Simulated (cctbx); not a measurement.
**Resonant diffraction in Cs4MnI4Br2**

Space group P4/mnc (no. 128), a = 9.5470 Å, b = 9.5470 Å, c = 10.4990 Å, α = 90.00°, β = 90.00°, γ = 90.00°.

| atom | mult. | x | y | z | Ueq (Å²) |
| --- | --- | --- | --- | --- | --- |
| Cs1 | 8 | 0.6473 | 0.8527 | 1/4 | 0.0122 |
| I1 | 8 | 0.7065 | 0.1382 | 1/2 | 0.0108 |
| Br1 | 4 | 1/2 | 1/2 | 0.7151 | 0.0180 |
| Mn1 | 2 | 0 | 0 | 1/2 | 0.0175 |

The model is made up (kin elements in a known structure type, no relaxation), so it says nothing on whether the phase exists.

Calculated with cctbx: free-atom f′ and f″ from the Sasaki tables, no fine structure; amplitudes in electrons.

| E (eV) | F 1 0 1 | F 2 1 0 | F 1 1 0 | F 1 3 1 |
| --- | --- | --- | --- | --- |
| 12874 | 96.9 | 46.1 | 51.5 | 173.6 |
| 13224 | 97.6 | 46.1 | 54.6 | 173.4 |
| 13354 | 98.2 | 46.1 | 57.2 | 173.3 |
| 13414 | 98.8 | 46.1 | 59.9 | 173.3 |
| 13444 | 99.4 | 46.1 | 62.6 | 173.3 |
| 13459 | 100.0 | 46.1 | 65.4 | 173.3 |
| 13466 | 100.5 | 46.1 | 67.9 | 173.3 |
| 13470 | 101.1 | 46.1 | 70.5 | 173.3 |
| 13478 | 101.2 | 46.1 | 71.1 | 173.3 |
| 13482 | 100.5 | 46.1 | 67.9 | 173.3 |
| 13489 | 99.9 | 46.1 | 65.1 | 173.3 |
| 13504 | 99.3 | 46.1 | 62.0 | 173.3 |
| 13534 | 98.6 | 46.1 | 59.0 | 173.3 |
| 13624 | 97.7 | 46.1 | 55.0 | 173.2 |
| 13874 | 96.7 | 46.0 | 50.6 | 173.1 |

**Question.** Which edge is crossed, and why do the reflections move as they do?

The K edge of Br. The edge is at 13474 eV. f′ of Br falls from -4.3 e at 13354 eV to -7.7 e at 4 eV below it, and f″ steps from 0.50 to 3.82 e across it. Over that approach |F| changes by +3 % (1 0 1), +0 % (2 1 0), +23 % (1 1 0) and +0 % (1 3 1): a reflection falls where Br scatters in phase with the total and rises where it scatters against it; it hardly moves where the Br term is small or cancels by symmetry. Above the edge the larger f″ enters the imaginary part, where it can add to or cancel the other atoms' f″. The structure is centrosymmetric, so Friedel mates stay equal.
